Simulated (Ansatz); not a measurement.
# RhCl4, from a guessed structure to a relaxed one, part 2 of 2

Starting from a made-up structure for RhCl4, the aim is the relaxed cell, its shortest contacts and, where a second run follows, its electronic structure.

Ansatz 0.2.0; DFT, r2SCAN, plane-wave PAW, files of the set soft_1, scalar-relativistic, no spin, cell and ions relaxed at zero pressure; PAW set soft_1 (the session's first sound run).

So far: The structure; Relaxing cell and atoms. The relaxed cell has a, b, c = 7.975, 8.835, 3.399 Å (conventional setting).

## Step 3: Bands of the relaxed cell

A second self-consistent run takes a narrower smearing and the mesh shown in its input; the bands follow along the standard path of the relaxed lattice.

This step: DFT, r2SCAN, plane-wave PAW, files of the set soft_1, scalar-relativistic, no spin, bands and density of states at the relaxed cell; PAW set soft_1 (Ansatz 0.2.0).

File input.yaml:

```yaml
crystal:
  lattice:
    - [3.98746586, -4.4176371798, 0.0]
    - [3.98746586, 4.4176371798, 0.0]
    - [0.0, 0.0, 3.3994394916]
  atoms:
    - { symbol: Rh, position: [0.0, 0.0, 0.0] }
    - { symbol: Cl, position: [0.7147027576, 0.7147027576, 0.0] }
    - { symbol: Cl, position: [0.2852972424, 0.2852972424, 0.0] }
    - { symbol: Cl, position: [0.1833144746, 0.8166855254, 0.5] }
    - { symbol: Cl, position: [0.8166855254, 0.1833144746, 0.5] }
kpoints:
  mp_grid: { grid: [6, 6, 10] }
  band_path:
    path:
      - [[0.0, 0.0, 0.0], [0.45368257, 0.45368257, 0.0], [0.0, 0.5, 0.0], [0.0, 0.5, 0.5], [0.45368257, 0.45368257, 0.5], [0.0, 0.0, 0.5], [0.0, 0.0, 0.0], [-0.5, 0.5, 0.0], [-0.45368257, 0.54631743, 0.0], [-0.45368257, 0.54631743, 0.5], [-0.5, 0.5, 0.5], [-0.5, 0.5, 0.0]]
      - [[0.0, 0.0, 0.5], [-0.5, 0.5, 0.5]]
    npoints: 6
scf:
  occupations: { method: fermi_dirac, width: 0.03 }
  n_extra_bands: 9
hamiltonian:
  xc: r2scan
  pseudopotentials: { kind: paw, azcp: { folder: soft_1 } }
output:
  forces: true
  stress: true
  write_bands: true
  dos: { projected: true }
  write_density: true
  write_potential: true
  elf: true
  volumetric_format: npy
```

The run is started by

```sh
$ ansatz run input.yaml --threads 4 --pin off --max-ram 8192MiB --backend cpu --events-out ev --progress --plain --runs-dir out
```

Numbers of over 12 decimals in the logs are rounded to 6 here.

The log of the run:

```text
[...]
Crystal: 5 atoms, lattice volume = 119.763 Å³
Basis set: ecut = 500 eV, 3051 PW (Γ), exchange–correlation on 180×180×100 points (64 copies of the dense FFT grid, shifted against one another)
Bands: 32, of which v1, the nominal top of the filled ones, is band 23 counted from 1 (22 counted from 0)
Symmetry: 8 space group operations
[...]
k-points: 78 of 360
[...]
SCF iter   1: F=—  HF=-10753.373676 eV  |F-HF|=—  |Δ(HF+E_count)|=         —  Δρ=6.32e-2  dr2=7.84e0  dr2_τ=3.23e-1  ethr=3.10e-3  ⟨swp⟩=8.3  Hψ=13632  notcnv=0
[...]
SCF iter  10: F=-10752.498467 eV  HF=-10752.498467 eV  |F-HF|=4.29e-8  |Δ(HF+E_count)|=   5.37e-7  Δρ=7.51e-6  dr2=9.47e-8  dr2_τ=3.43e-9  ethr=2.22e-10  ⟨swp⟩=19.2  Hψ=21652  notcnv=0
SCF 1 converged in 10 iterations: F = -10752.498467 eV  dr2 = 9.47e-8
[...]
NSCF: frozen V_eff on 74 k-points
SCF converged after 10 iterations
Free energy (F): -10752.498467 eV
[...]
Internal energy: -10752.482579 eV  (E = F + TS)
E sigma→0 (E₀):  -10752.490523 eV
Entropy (-TS):   -0.015888 eV (-3.178 meV/atom)
Fermi energy:    3.244982 eV
[...]
--- Forces (eV/Å), atoms counted from 1 ---
  atom   1  Rh    -0.00000000     0.00000000     0.00000000
  atom   2  Cl    -0.02307313     0.00000000     0.00000000
  atom   3  Cl     0.02307313     0.00000000     0.00000000
  atom   4  Cl     0.00000000     0.00788745     0.00000000
  atom   5  Cl     0.00000000    -0.00788745     0.00000000
  max |Σ_I F_I| component: 0.00e0 eV/Å
--- Stress (GPa, compression-positive) ---
        0.053651       0.000000       0.000000
        0.000000      -0.134264       0.000000
        0.000000       0.000000       0.016819
  P = ⅓ Tr σ = -0.0213 GPa (-0.213 kbar)
--- Band table (eV; the first three rows and the last of 78) ---
  k-point 0: bands = [... 19 lower, 2.7831, 2.8737, 2.9122, 3.6885, 5.3739, 5.7861, 10.6264, 11.7275, ... 5 higher]
  k-point 1: bands = [... 19 lower, 2.6516, 2.6861, 2.9253, 3.5399, 5.1672, 5.7607, 10.9305, 12.0583, ... 5 higher]
  k-point 2: bands = [... 19 lower, 2.4022, 2.5317, 2.9782, 3.2409, 4.9121, 5.6537, 11.7019, 12.0701, ... 5 higher]
  k-point 77: bands = [... 19 lower, 2.2561, 2.2579, 2.7848, 3.2410, 5.4560, 5.7525, 11.3247, 11.5860, ... 5 higher]
```

The job ended after 16 s (4 threads of Arm Neoverse V2, shared host; peak memory 0.77 GiB; 63 s of CPU time).

This step gave:

| Item | Value |
| --- | --- |
| free energy | -10752.4985 eV |
| energy at zero smearing | -10752.4905 eV |
| smearing term TS | 0.01589 eV |
| Fermi energy | 3.245 eV |
| pressure | -0.02126 GPa |

From bands.tsv, the bands that come nearest the Fermi level along the path, at its corners, in eV from the Fermi level:

```
point  band 19  band 20  band 21  band 22  band 23  band 24  band 25  band 26
    Γ    -0.83    -0.46    -0.37    -0.33     0.44     2.13     2.54     7.38
    X    -1.40    -0.98    -0.49     0.20     0.43     2.02     2.10     9.07
    S    -1.03    -0.76    -0.35    -0.17     0.34     2.13     2.83     8.77
    R    -1.32    -1.20    -1.01    -0.28    -0.20     2.22     2.74     9.07
    A    -1.21    -1.00    -0.99    -0.45    -0.01     2.21     2.54     8.06
    Z    -1.34    -1.22    -1.21    -0.11    -0.02     2.02     2.17     8.78
    Γ    -0.83    -0.46    -0.37    -0.33     0.44     2.13     2.54     7.38
    Y    -1.36    -1.00    -0.50     0.21     0.44     1.96     2.10     9.10
   X1    -1.40    -0.98    -0.49     0.20     0.43     2.02     2.10     9.07
   A1    -1.21    -1.00    -0.99    -0.45    -0.01     2.21     2.54     8.06
    T    -1.22    -0.99    -0.99    -0.46     0.00     2.21     2.51     8.08
    Y    -1.36    -1.00    -0.50     0.21     0.44     1.96     2.10     9.10
    Z    -1.34    -1.22    -1.21    -0.11    -0.02     2.02     2.17     8.78
    T    -1.22    -0.99    -0.99    -0.46     0.00     2.21     2.51     8.08
```

Counts of states for the cell as run, both spins, by energy window (eV from the Fermi level):

```
from  to  total
  -8  -7   0.00
  -7  -6   0.00
  -6  -5   2.28
  -5  -4   6.43
  -4  -3   3.53
  -3  -2   4.01
  -2  -1   6.30
  -1   0   6.51
   0   1   0.94
   1   2   1.29
   2   3   2.71
   3   4   0.00
   4   5   0.00
   5   6   0.00
```

Below -8 eV lie 16.0 more states.

ELF in the ab plane of the cell as run, not the conventional one, at fractional z = 0.000, with atoms of Rh and Cl within 0.2 Å of it. It is the smooth field of the valence electrons, not physical close to the nuclei.

Ten even steps from '0' (0.01) to '9' (0.90), each cell a mean:
```
87520000002222357
76310000047776325
43100000389998733
11000000599867862
00000001699626972
00000000589768972
00000000278999972
00013320037899840
01478873002565300
03799997300010000
04899899720000000
15885489830000000
14884599830000000
22688899710000012
63368887400000135
75324543100001367
87621100000001478
```
Columns run along a (6.0 Å), rows up along b (6.0 Å). Atoms in or near the plane, at fractional coordinates: Rh at (0.00, 0.00), Cl at (0.71, 0.71), Cl at (0.29, 0.29).

Electrostatic potential energy in the ab plane of the cell as run, not the conventional one, at fractional z = 0.000, with atoms of Rh and Cl within 0.2 Å of it. With pseudopotentials it is smooth inside the atoms' cores, unlike the true potential.

Ten even steps from '_' (-52 eV) to '@' (11 eV), each cell a mean:
```
____==%%@@@@@@@@@@@@@@@@@@%%**..__
..--##@@@@@@@@@@@@@@@@@@%%%%##==..
**##%%@@@@@@@@@@@@@@%%**++++####**
@@@@@@@@@@@@@@@@@@@@**--::::++%%%%
@@@@@@@@@@@@@@@@@@%%==::::::++%%@@
@@@@@@@@@@@@@@@@@@%%++::::--**@@@@
@@@@@@@@@@@@@@@@@@@@##++==**%%@@@@
@@@@@@@@@@@@@@@@@@@@@@%%%%@@@@@@@@
@@@@@@@@@@@@@@@@@@@@@@@@@@@@@@@@@@
@@@@@@%%##**##@@@@@@@@@@@@@@@@@@@@
@@@@@@**--::==##@@@@@@@@@@@@@@@@@@
@@@@##--::::::**@@@@@@@@@@@@@@@@@@
@@@@##--::::--##@@@@@@@@@@@@@@@@@@
%%%%##++----**%%@@@@@@@@@@@@@@@@%%
--==**######@@@@@@@@@@@@@@@@%%##==
____==%%@@@@@@@@@@@@@@@@@@@@##--__
____--%%@@@@@@@@@@@@@@@@@@@@**..__
```
Columns run along a (6.0 Å; values clipped at the 3rd and 97th percentile), rows up along b (6.0 Å). Atoms in or near the plane, at fractional coordinates: Rh at (0.00, 0.00), Cl at (0.71, 0.71), Cl at (0.29, 0.29).

Valence density in the ab plane of the cell as run, not the conventional one, at fractional z = 0.000, with atoms of Rh and Cl within 0.2 Å of it. It is the smooth field of the valence electrons, not physical close to the nuclei.

Values in e/Å³, 9 rows by 16 columns, each cell a mean:
```
 8  4  1  0  0  0  0  0  0  0  0  0  0  1  2  7
 1  0  0  0  0  0  0  0  0  0  1  1  1  1  1  1
 0  0  0  0  0  0  0  0  0  1  2  1  1  1  1  0
 0  0  0  0  0  0  0  0  0  0  1  1  1  1  0  0
 0  0  0  0  0  0  0  0  0  0  0  0  0  0  0  0
 0  0  0  1  1  1  1  0  0  0  0  0  0  0  0  0
 0  0  1  2  1  1  1  1  0  0  0  0  0  0  0  0
 2  1  1  1  1  1  1  0  0  0  0  0  0  0  0  1
11  6  2  0  0  0  0  0  0  0  0  0  0  1  3  9
```
Columns run along a (6.0 Å), rows up along b (6.0 Å). Atoms in or near the plane, at fractional coordinates: Rh at (0.00, 0.00), Cl at (0.71, 0.71), Cl at (0.29, 0.29).

## Step 4: Outcome

- space group, relaxed: Cmmm
- conventional cell: a = 7.975, b = 8.835, c = 3.399 Å; α = 90.0°, β = 90.0°, γ = 90.0°
- volume per atom: 23.95 Å³ (guess 21.69)

RhCl4 relaxes to Cmmm with a = 7.975, b = 8.835 and c = 3.399 Å. The guessed volume was 9 % too small. The space group Cmmm was held in the relaxation, so the end point is a stationary structure within it and may be a saddle against distortions or other arrangements. Bands cross the Fermi level, so it is a metal or semimetal at this level. The electron count is odd, which forces that without spin polarisation or a larger cell. On the 6×6×10 mesh with the narrower smearing (relaxed on 5×5×8) the largest force component is 0.023 eV/Å and the largest stress component is 0.134 GPa, against the relaxation's thresholds of 0.015 eV/Å and 0.05 GPa. The cutoff wasn't tested. No dispersion term is used, so weakly bound directions may come out too long. The runs have no spin, and magnetism wasn't tested. Nothing here tests whether the compound is stable against decomposition.

[Logs are printed without paths, hosts, clocks, repeated set-up lines and the standing remarks that a program may print on its own settings, such as how far it seeks lower states.]

[Hosts, paths, dates, database ids (printed as entryN), source tags and the programs' standing remarks are cut or masked in the printed files.]
